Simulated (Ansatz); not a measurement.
# C on Zr(0001): change of the work function, part 2 of 4

Aim: the work function of Zr(0001) at several coverages of C (fcc site), and the dipole that each adsorbate carries.

Ansatz 0.2.0; plane-wave DFT, PBE, Ansatz PAW.

So far, work function, upper face (eV): step 2 (the clean slab) 4.17.

### Step 3. Adsorbate added, k-mesh 4×4×1, coverage 0.111 ML

System of this step: C/Zr(0001). The cell holds 37 atoms: 36 Zr and 1 C. Its edges and angles: a = 9.690 Å, b = 9.690 Å, c = 27.475 Å, α = 90.0°, β = 90.0°, γ = 60.0°. Vacuum lies along c.

The clean slab as it ended is repeated in the plane and the adsorbate is set on one face; the cell's size fixes the coverage, and the k-mesh shrinks with it to keep the sampling density about even. Adsorbate and upper layers relax, since the dipole depends on the height.

input.yaml reads:

```yaml
crystal:
  lattice:
    - [9.69, 0.0, 0.0]
    - [4.845, 8.3917861626, 0.0]
    - [0.0, 0.0, 27.475184607]
  atoms:
    - { symbol: Zr, position: [0.2222222222, 0.2222222222, 0.3275683177] }
    - { symbol: Zr, position: [0.0, 0.0, 0.4212053591] }
    - { symbol: Zr, position: [0.2222222222, 0.2222222222, 0.5184663536] }
    - { symbol: Zr, position: [0.0, 0.0, 0.607261219] }
    - { symbol: Zr, position: [0.2222222222, 0.5555555556, 0.3275683177] }
    - { symbol: Zr, position: [0.0, 0.3333333333, 0.4212053591] }
    - { symbol: Zr, position: [0.2222222222, 0.5555555556, 0.5184663536] }
    - { symbol: Zr, position: [0.0, 0.3333333333, 0.607261219] }
    - { symbol: Zr, position: [0.2222222222, 0.8888888889, 0.3275683177] }
    - { symbol: Zr, position: [0.0, 0.6666666667, 0.4212053591] }
    - { symbol: Zr, position: [0.2222222222, 0.8888888889, 0.5184663536] }
    - { symbol: Zr, position: [0.0, 0.6666666667, 0.607261219] }
    - { symbol: Zr, position: [0.5555555556, 0.2222222222, 0.3275683177] }
    - { symbol: Zr, position: [0.3333333333, 0.0, 0.4212053591] }
    - { symbol: Zr, position: [0.5555555556, 0.2222222222, 0.5184663536] }
    - { symbol: Zr, position: [0.3333333333, 0.0, 0.607261219] }
    - { symbol: Zr, position: [0.5555555556, 0.5555555556, 0.3275683177] }
    - { symbol: Zr, position: [0.3333333333, 0.3333333333, 0.4212053591] }
    - { symbol: Zr, position: [0.5555555556, 0.5555555556, 0.5184663536] }
    - { symbol: Zr, position: [0.3333333333, 0.3333333333, 0.607261219] }
    - { symbol: Zr, position: [0.5555555556, 0.8888888889, 0.3275683177] }
    - { symbol: Zr, position: [0.3333333333, 0.6666666667, 0.4212053591] }
    - { symbol: Zr, position: [0.5555555556, 0.8888888889, 0.5184663536] }
    - { symbol: Zr, position: [0.3333333333, 0.6666666667, 0.607261219] }
    - { symbol: Zr, position: [0.8888888889, 0.2222222222, 0.3275683177] }
    - { symbol: Zr, position: [0.6666666667, 0.0, 0.4212053591] }
    - { symbol: Zr, position: [0.8888888889, 0.2222222222, 0.5184663536] }
    - { symbol: Zr, position: [0.6666666667, 0.0, 0.607261219] }
    - { symbol: Zr, position: [0.8888888889, 0.5555555556, 0.3275683177] }
    - { symbol: Zr, position: [0.6666666667, 0.3333333333, 0.4212053591] }
    - { symbol: Zr, position: [0.8888888889, 0.5555555556, 0.5184663536] }
    - { symbol: Zr, position: [0.6666666667, 0.3333333333, 0.607261219] }
    - { symbol: Zr, position: [0.8888888889, 0.8888888889, 0.3275683177] }
    - { symbol: Zr, position: [0.6666666667, 0.6666666667, 0.4212053591] }
    - { symbol: Zr, position: [0.8888888889, 0.8888888889, 0.5184663536] }
    - { symbol: Zr, position: [0.6666666667, 0.6666666667, 0.607261219] }
    - { symbol: C, position: [0.1111111111, 0.1111111111, 0.6724316823] }
kpoints:
  mp_grid: { grid: [4, 4, 1] }
hamiltonian:
  xc: pbe
scf:
  occupations: { method: fermi_dirac, width: 0.1 }
  convergence: { dr2_threshold: 1.0e-08 }
efield:
  axis: 3
  dipole_correction: true
  ramp_position: 0.97
  ramp_width: 0.06
relax:
  f_tol: 0.02
  max_steps: 60
  constraints:
    - { sites: [0, 1, 4, 5, 8, 9, 12, 13, 16, 17, 20, 21, 24, 25, 28, 29, 32, 33] }
output:
  write_potential: true
  write_density: true
  volumetric_format: npy
```

The run is started by

```console
ansatz run input.yaml --threads 4 --pin off --max-ram 16384MiB --backend cpu --events-out ev --progress --plain --runs-dir out
```

Output:

```text
[...]
Crystal: 37 atoms, lattice volume = 2234.183 Å³
Basis set: ecut = 420 eV, 43675 PW (Γ), exchange–correlation on 144×144×384 points (8 copies of the dense FFT grid, shifted against one another)
Bands: 262, of which v1, the nominal top of the filled ones, is band 218 counted from 1 (217 counted from 0)
Symmetry: 6 space group operations
[...]
k-points: 4 of 16 (time reversal used)
[...]
SCF iter   1: F=—  HF=-150850.765794 eV  |F-HF|=—  |Δ(HF+E_count)|=         —  Δρ=4.64e-3  dr2=6.80e0  ethr=1.77e-3  p=-0.270 e·Å  D=-2.19e-2 V/Å  ΔV_dip=0.60 eV  dr2_dipole=1.11e0  V_vac-E_F(+/−)=4.68/4.08 eV  ⟨swp⟩=9.8  Hψ=5146  notcnv=0
[...]
SCF iter  10: F=-150850.640996 eV  HF=-150850.640996 eV  |F-HF|=1.15e-8  |Δ(HF+E_count)|=   5.27e-8  Δρ=2.35e-7  dr2=3.79e-9  ethr=2.29e-12  p=-0.220 e·Å  D=-1.78e-2 V/Å  ΔV_dip=0.49 eV  dr2_dipole=4.32e-10  V_vac-E_F(+/−)=4.66/4.17 eV  ⟨swp⟩=12.2  Hψ=8984  notcnv=0
SCF 1 converged in 10 iterations: F = -150850.640996 eV  dr2 = 3.79e-9
[...]
relax step   1: F+E_penalty+E_count = -150850.64099567 eV  Δ(F+E_penalty+E_count) = +0.000e0 eV  max|allowed force component| = 4.310e0 eV/Å  Δτ_max = 0.0000 Å  (10 SCF iters, accepted)
[...]
SCF iter  10: F=-150851.924190 eV  HF=-150851.924190 eV  |F-HF|=2.82e-9  |Δ(HF+E_count)|=   2.90e-8  Δρ=1.51e-7  dr2=1.19e-9  ethr=2.29e-12  p=-0.172 e·Å  D=-1.39e-2 V/Å  ΔV_dip=0.38 eV  dr2_dipole=4.50e-11  V_vac-E_F(+/−)=4.56/4.18 eV  ⟨swp⟩=12.0  Hψ=8638  notcnv=0
SCF 2 converged in 10 iterations: F = -150851.924190 eV  dr2 = 1.19e-9
relax step   2: F+E_penalty+E_count = -150851.92419015 eV  Δ(F+E_penalty+E_count) = -1.283e0 eV  max|allowed force component| = 3.950e0 eV/Å  Δτ_max = 0.1950 Å  (10 SCF iters, accepted)
[...]
SCF iter   9: F=-150852.798335 eV  HF=-150852.798335 eV  |F-HF|=1.32e-8  |Δ(HF+E_count)|=   9.97e-8  Δρ=3.41e-7  dr2=5.45e-9  ethr=2.29e-12  p=-0.115 e·Å  D=-9.28e-3 V/Å  ΔV_dip=0.26 eV  dr2_dipole=2.42e-11  V_vac-E_F(+/−)=4.43/4.18 eV  ⟨swp⟩=12.5  Hψ=9357  notcnv=0
SCF 3 converged in 9 iterations: F = -150852.798335 eV  dr2 = 5.45e-9
relax step   3: F+E_penalty+E_count = -150852.79833472 eV  Δ(F+E_penalty+E_count) = -8.741e-1 eV  max|allowed force component| = 2.277e0 eV/Å  Δτ_max = 0.1950 Å  (9 SCF iters, accepted)
[...]
relax step   4: F+E_penalty+E_count = -150853.14312478 eV  Δ(F+E_penalty+E_count) = -3.448e-1 eV  max|allowed force component| = 6.115e-1 eV/Å  Δτ_max = 0.1948 Å  (9 SCF iters, accepted)
[...]
relax step   5: F+E_penalty+E_count = -150853.17050157 eV  Δ(F+E_penalty+E_count) = -2.738e-2 eV  max|allowed force component| = 1.339e-1 eV/Å  Δτ_max = 0.1111 Å  (9 SCF iters, accepted)
[...]
relax step   6: F+E_penalty+E_count = -150853.17424559 eV  Δ(F+E_penalty+E_count) = -3.744e-3 eV  max|allowed force component| = 3.243e-2 eV/Å  Δτ_max = 0.0162 Å  (8 SCF iters, accepted)
SCF iter   1: F=—  HF=-150853.174616 eV  |F-HF|=—  |Δ(HF+E_count)|=         —  Δρ=1.50e-4  dr2=3.45e-3  ethr=1.34e-5  p=-0.072 e·Å  D=-5.80e-3 V/Å  ΔV_dip=0.16 eV  dr2_dipole=7.44e-5  V_vac-E_F(+/−)=4.34/4.18 eV  ⟨swp⟩=1.2  Hψ=1241  notcnv=0
[...]
SCF iter   7: F=-150853.174552 eV  HF=-150853.174552 eV  |F-HF|=2.53e-9  |Δ(HF+E_count)|=   2.21e-8  Δρ=2.21e-7  dr2=3.73e-9  ethr=2.29e-12  p=-0.071 e·Å  D=-5.76e-3 V/Å  ΔV_dip=0.16 eV  dr2_dipole=5.67e-12  V_vac-E_F(+/−)=4.34/4.18 eV  ⟨swp⟩=10.2  Hψ=7411  notcnv=0
SCF 7 converged in 7 iterations: F = -150853.174552 eV  dr2 = 3.73e-9
relax step   7: F+E_penalty+E_count = -150853.17455159 eV  Δ(F+E_penalty+E_count) = -3.060e-4 eV  max|allowed force component| = 6.985e-3 eV/Å  Δτ_max = 0.0038 Å  (7 SCF iters, accepted)
NSCF: frozen V_eff on 4 k-points
[...]
SCF converged after 7 iterations
Free energy (F): -150853.174552 eV
[...]
Internal energy: -150851.251625 eV  (E = F + TS)
E sigma→0 (E₀):  -150852.213089 eV
Entropy (-TS):   -1.922926 eV (-51.971 meV/atom)
Fermi energy:    2.717640 eV
Dipole field:    D = -0.005761 V/Å  (p = -0.071134 e·Å, saw-weighted, corrected)
Work function:   Φ+ = 4.3397 eV   Φ− = 4.1814 eV
[...]
--- Forces (eV/Å), atoms counted from 1 ---
  atom   1  Zr    -0.00273442    -0.00157872     0.44013795
  atom   2  Zr     0.01173381     0.00677452    -0.29736966
  atom   3  Zr     0.00604936     0.00349260     0.00405390
  atom   4  Zr     0.00133566     0.00077114    -0.00684851
  atom   5  Zr    -0.01220220     0.00704494     0.46294000
  atom   6  Zr     0.00000000    -0.01354903    -0.29736966
  atom   7  Zr     0.00244802    -0.00141336    -0.00193488
  atom   8  Zr    -0.00000000    -0.00154229    -0.00684851
  atom   9  Zr    -0.00000000     0.00315744     0.44013795
  atom  10  Zr    -0.01184506     0.00683875    -0.57841829
  atom  11  Zr    -0.00000000    -0.00698520     0.00405390
  atom  12  Zr     0.00231511    -0.00133663    -0.00011358
  atom  13  Zr     0.00000000    -0.01408989     0.46294000
  atom  14  Zr    -0.01173381     0.00677452    -0.29736966
  atom  15  Zr    -0.00000000     0.00282673    -0.00193488
  atom  16  Zr    -0.00133566     0.00077114    -0.00684851
  atom  17  Zr     0.01220220     0.00704494     0.46294000
  atom  18  Zr    -0.01636607    -0.00944896    -0.47056954
  atom  19  Zr    -0.00244802    -0.00141336    -0.00193488
  atom  20  Zr     0.00338821     0.00195618     0.00229809
  atom  21  Zr     0.00345878    -0.00199693     0.44436933
  atom  22  Zr     0.00000000     0.01889791    -0.47056954
  atom  23  Zr     0.00182262    -0.00105229    -0.00004795
  atom  24  Zr    -0.00000000    -0.00391237     0.00229809
  atom  25  Zr     0.00273442    -0.00157872     0.44013795
  atom  26  Zr    -0.00000000    -0.01367749    -0.57841829
  atom  27  Zr    -0.00604936     0.00349260     0.00405390
  atom  28  Zr    -0.00000000     0.00267326    -0.00011358
  atom  29  Zr    -0.00000000     0.00399386     0.44436933
  atom  30  Zr     0.01636607    -0.00944896    -0.47056954
  atom  31  Zr     0.00000000     0.00210458    -0.00004795
  atom  32  Zr    -0.00338821     0.00195618     0.00229809
  atom  33  Zr    -0.00345878    -0.00199693     0.44436933
  atom  34  Zr     0.01184506     0.00683875    -0.57841829
  atom  35  Zr    -0.00182262    -0.00105229    -0.00004795
  atom  36  Zr    -0.00231511    -0.00133663    -0.00011358
  atom  37  C      0.00000000     0.00000000     0.00451216
  max |Σ_I F_I| component: 2.76e-6 eV/Å
--- Band table (eV) ---
  k-point 0: bands = [... 214 lower, 2.7858, 2.7962, 2.7962, 2.8302, 2.8302, 2.8403, 2.8453, 2.8656, ... 40 higher]
  k-point 1: bands = [... 214 lower, 2.6093, 2.6230, 2.6878, 2.7316, 2.7583, 2.7807, 2.8005, 2.8684, ... 40 higher]
  k-point 2: bands = [... 214 lower, 2.6196, 2.6415, 2.6781, 2.7106, 2.7399, 2.7776, 2.7863, 2.8102, ... 40 higher]
  k-point 3: bands = [... 214 lower, 2.5474, 2.5850, 2.5982, 2.6448, 2.7401, 2.7599, 2.7779, 2.7881, ... 40 higher]
--- Relaxed structure (7 steps of the walk, 7 accepted, 0 SCFs on fresh bases) ---
  F+E_penalty+E_count = -150853.17455159 eV   max|allowed force component| = 6.985e-3 eV/Å
  atoms:
    - { symbol: Zr, position: [0.222222, 0.222222, 0.3275683177] }
    - { symbol: Zr, position: [1.111110e-11, 1.111110e-11, 0.421205] }
    - { symbol: Zr, position: [0.222754, 0.222754, 0.519024] }
    - { symbol: Zr, position: [-0.000391372, -0.000391372, 0.613103] }
    - { symbol: Zr, position: [0.222222, 0.555556, 0.3275683177] }
    - { symbol: Zr, position: [1.111111e-11, 0.333333, 0.421205] }
    - { symbol: Zr, position: [0.221367, 0.555983, 0.517754] }
    - { symbol: Zr, position: [-0.000391372, 0.334116, 0.613103] }
    - { symbol: Zr, position: [0.222222, 0.888889, 0.3275683177] }
    - { symbol: Zr, position: [-2.222228e-11, 0.666667, 0.421205] }
    - { symbol: Zr, position: [0.222754, 0.887826, 0.519024] }
    - { symbol: Zr, position: [0.0023821, 0.665476, 0.606424] }
    - { symbol: Zr, position: [0.555556, 0.222222, 0.3275683177] }
    - { symbol: Zr, position: [0.333333, 1.111110e-11, 0.421205] }
    - { symbol: Zr, position: [0.555983, 0.221367, 0.517754] }
    - { symbol: Zr, position: [0.334116, -0.000391372, 0.613103] }
    - { symbol: Zr, position: [0.555556, 0.555556, 0.3275683177] }
    - { symbol: Zr, position: [0.333333, 0.333333, 0.421205] }
    - { symbol: Zr, position: [0.555983, 0.555983, 0.517754] }
    - { symbol: Zr, position: [0.335644, 0.335644, 0.607525] }
    - { symbol: Zr, position: [0.555556, 0.888889, 0.3275683177] }
    - { symbol: Zr, position: [0.333333, 0.666667, 0.421205] }
    - { symbol: Zr, position: [0.555949, 0.888692, 0.517683] }
    - { symbol: Zr, position: [0.335644, 0.662046, 0.607525] }
    - { symbol: Zr, position: [0.888889, 0.222222, 0.3275683177] }
    - { symbol: Zr, position: [0.666667, -2.222223e-11, 0.421205] }
    - { symbol: Zr, position: [0.887826, 0.222754, 0.519024] }
    - { symbol: Zr, position: [0.665476, 0.0023821, 0.606424] }
    - { symbol: Zr, position: [0.888889, 0.555556, 0.3275683177] }
    - { symbol: Zr, position: [0.666667, 0.333333, 0.421205] }
    - { symbol: Zr, position: [0.888692, 0.555949, 0.517683] }
    - { symbol: Zr, position: [0.662046, 0.335644, 0.607525] }
    - { symbol: Zr, position: [0.888889, 0.888889, 0.3275683177] }
    - { symbol: Zr, position: [0.666667, 0.666667, 0.421205] }
    - { symbol: Zr, position: [0.888692, 0.888692, 0.517683] }
    - { symbol: Zr, position: [0.665476, 0.665476, 0.606424] }
    - { symbol: C, position: [0.111111, 0.111111, 0.647157] }
```

It took 9.5 min on 4 threads of Intel Xeon Platinum 8259CL at 2.50GHz (Skylake/Cascade Lake), shared host; peak memory 9.6 GiB; 29 min of CPU time.

Relaxation path:

```tsv
step	energy less that of the first step (eV)	largest force component (eV/Å)
1	0.0000	4.3102
2	-1.2832	3.9501
3	-2.1573	2.2768
4	-2.5021	0.6115
5	-2.5295	0.1339
6	-2.5333	0.0324
7	-2.5336	0.0070
```

Forces are held to the 6 operations that the program found; a distortion that breaks them can't arise in this run.

The atoms that moved most (Å):

```tsv
atom	dx	dy	dz	length
C37	0.000	0.000	-0.694	0.694
Zr4	-0.006	-0.003	0.160	0.161
Zr8	0.000	0.007	0.160	0.161
Zr16	0.006	-0.003	0.160	0.161
Zr32	-0.034	0.019	0.007	0.039
Zr24	0.000	-0.039	0.007	0.039
Zr20	0.034	0.019	0.007	0.039
Zr12	0.017	-0.010	-0.023	0.030
```

The relaxed structure:

```xyz
37
Lattice="9.6900 0.0000 0.0000 4.8450 8.3918 0.0000 0.0000 0.0000 27.4752" Properties=species:S:1:pos:R:3
Zr    3.2300    1.8648    9.0000
Zr    0.0000    0.0000   11.5727
Zr    3.2377    1.8693   14.2603
Zr   -0.0057   -0.0033   16.8451
Zr    4.8450    4.6621    9.0000
Zr    1.6150    2.7973   11.5727
Zr    4.8388    4.6657   14.2254
Zr    1.6150    2.8038   16.8451
Zr    6.4600    7.4594    9.0000
Zr    3.2300    5.5945   11.5727
Zr    6.4600    7.4504   14.2603
Zr    3.2473    5.5845   16.6616
Zr    6.4600    1.8648    9.0000
Zr    3.2300    0.0000   11.5727
Zr    6.4600    1.8577   14.2254
Zr    3.2357   -0.0033   16.8451
Zr    8.0750    4.6621    9.0000
Zr    4.8450    2.7973   11.5727
Zr    8.0812    4.6657   14.2254
Zr    4.8786    2.8167   16.6918
Zr    9.6900    7.4594    9.0000
Zr    6.4600    5.5945   11.5727
Zr    9.6929    7.4577   14.2234
Zr    6.4600    5.5557   16.6918
Zr    9.6900    1.8648    9.0000
Zr    6.4600    0.0000   11.5727
Zr    9.6823    1.8693   14.2603
Zr    6.4600    0.0200   16.6616
Zr   11.3050    4.6621    9.0000
Zr    8.0750    2.7973   11.5727
Zr   11.3050    4.6654   14.2234
Zr    8.0414    2.8167   16.6918
Zr   12.9200    7.4594    9.0000
Zr    9.6900    5.5945   11.5727
Zr   12.9171    7.4577   14.2234
Zr    9.6727    5.5845   16.6616
C     1.6150    0.9324   17.7808
```

Read from the output:

```yaml
energy_at_zero_smearing: -150852.2131 eV
work_function_upper_face: 4.340 eV
work_function_lower_face: 4.181 eV
dipole_along_the_normal: -0.07113 e·Å
step_between_the_vacuum_levels: 0.1583 eV
```

Running mean over 2.573 Å of the planar mean; the ramp of the sawtooth is left out. Electron's electrostatic potential energy less the Fermi level against z:

z (Å), electron's electrostatic potential energy less the Fermi level (eV) and a bar from the least value:
```
      3.5       4.18 ##############################
      4.0       4.18 ##############################
      4.5       4.17 ##############################
      5.0       4.15 ##############################
      5.5       4.09 #############################
      6.0       3.92 #############################
      6.5       3.43 ############################
      7.0       2.14 #########################
      7.5      -1.01 ##################
      8.0      -5.14 ########
      8.5      -7.74 ###
      9.0      -8.45 #
      9.5      -8.43 #
     10.0      -8.32 #
     10.5      -8.28 #
     11.0      -8.29 #
     11.5      -8.28 #
     12.0      -8.17 ##
     12.5      -7.83 ##
     13.0      -7.67 ###
     13.5      -7.95 ##
     14.0      -8.23 #
     14.5      -8.41 #
     15.0      -8.71 
     15.5      -8.87 
     16.0      -8.71 
     16.5      -8.65 
     17.0      -8.42 #
     17.5      -6.80 #####
     18.0      -3.13 #############
     18.5       0.74 ######################
     19.0       2.94 ###########################
     19.5       3.87 #############################
     20.0       4.20 ##############################
     20.5       4.30 ##############################
     21.0       4.33 ##############################
     21.5       4.34 ##############################
     22.0       4.34 ##############################
     22.5       4.34 ##############################
     23.0       4.34 ##############################
     23.5       4.34 ##############################
     24.0       4.34 ##############################
```

The relaxation took 7 steps and lowered the energy by 2.5 eV; the largest force on the free atoms ends at 0.0070 eV/Å.

The covered face has 4.34 eV, +0.17 eV against the clean one; the bare back face has moved by +0.00 eV, a measure of how thin the slab is.

(Continued in part 3 of 4.)

[Long decimals in the printed logs are rounded to 6 places.]

[Logs are printed without paths, hosts, clocks, repeated set-up lines and the standing remarks that a program may print on its own settings, such as how far it seeks lower states.]

[Hosts, paths, dates, database ids (printed as entryN), source tags and the programs' standing remarks are cut or masked in the printed files.]

[Maps of the electrostatic potential energy from Ansatz leave out the sawtooth potential of an applied field or a dipole correction, so their vacuum need not be flat; planar profiles and work functions include it.]
